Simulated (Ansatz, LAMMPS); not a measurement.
# Gap against volume in Ga2O3 with crystalline order left by the classical run (65 atoms)

Density of this cell: 5.80 g/cm³. The cell holds 65 atoms: 26 Ga and 39 O. Cell: a = 8.759 Å, b = 8.983 Å, c = 8.883 Å, α = 88.6°, β = 91.8°, γ = 88.5°. The starting structure: 65 atoms (26 Fe, 39 O) placed at random at 4.44 g/cm³, melted at 5000 K for 10 ps at fixed volume with the Morse and Coulomb pair potential with partial charges (Pedone, Malavasi, Menziani, Cormack and Segre, J. Phys. Chem. B 110, 11780 (2006)). Quenched from 5000 K to 300 K at 100 K/ps and fixed volume, held 10 ps at zero pressure, then minimised at fixed cell. Then Fe was replaced by Ga and the cell scaled by 1.003 (the potential has no terms for the new elements, so the cell is a start for a DFT relaxation).

Calculated with Ansatz 0.2.0: Kohn-Sham DFT, PBEsol, PAW (set soft_1), plane waves; PAW set soft_1; cutoff 420 eV, Γ point, fixed occupations. The relaxed cell was scaled evenly and the atoms were relaxed at each volume. The gap is that between the highest filled and the lowest empty Kohn-Sham level on the run's k-points.

| volume (Å³/atom) | gap (eV) |
| --- | --- |
| 9.6670 | 2.310 |
| 10.097 | ? |
| 10.419 | 1.961 |
| 10.741 | 1.821 |
| 11.063 | 1.673 |
| 11.386 | 1.827 |

Task: Fit a straight line in ln V to the rows given and interpolate to the withheld row.

Worked fit:

A volume deformation potential makes the spacing linear in u = ln(V/V0), with V0 = 10.741 Å³ the relaxed volume; v is the spacing.

| u = ln(V/V0) | v (eV) |
| --- | --- |
| -0.105360 | 2.3102 |
| -0.0304581 | 1.9606 |
| 0 | 1.8212 |
| 0.0295595 | 1.6733 |
| 0.0582691 | 1.827 |

With n = 5: mean u = -0.00959798, mean v = 1.91846, Σ(u − ū)² = 0.015837, Σ(u − ū)(v − v̄) = -0.055133. Slope b = -0.055133 / 0.015837 = -3.4813; intercept a = v̄ − b ū = 1.8850.

At the withheld volume u = -0.06188, and v = a + b u.

Prediction at 10.097: 2.100 eV. The run gave 2.055 eV, so the fit is high by 0.046 eV (2.2 % of the value).

The rows don't follow a line (correlation 0.91 in size over all rows), so the slope of -3.48 eV is no deformation potential. Among the rows given, the largest miss of the fit is at 11.386, by 0.14 eV (23 % of the range of the table).

Limits: The table spans 16 % in volume, wide for a linear law. Semilocal functionals tend to put gaps under measured ones. Only the Γ point is sampled. Atoms move by up to 0.7 Å in these relaxations, so the structure changes along the series. Defect or tail levels can set the spacing of a disordered cell.

[Hosts, paths, dates, database ids (printed as entryN), source tags and the programs' standing remarks are cut or masked in the printed files.]
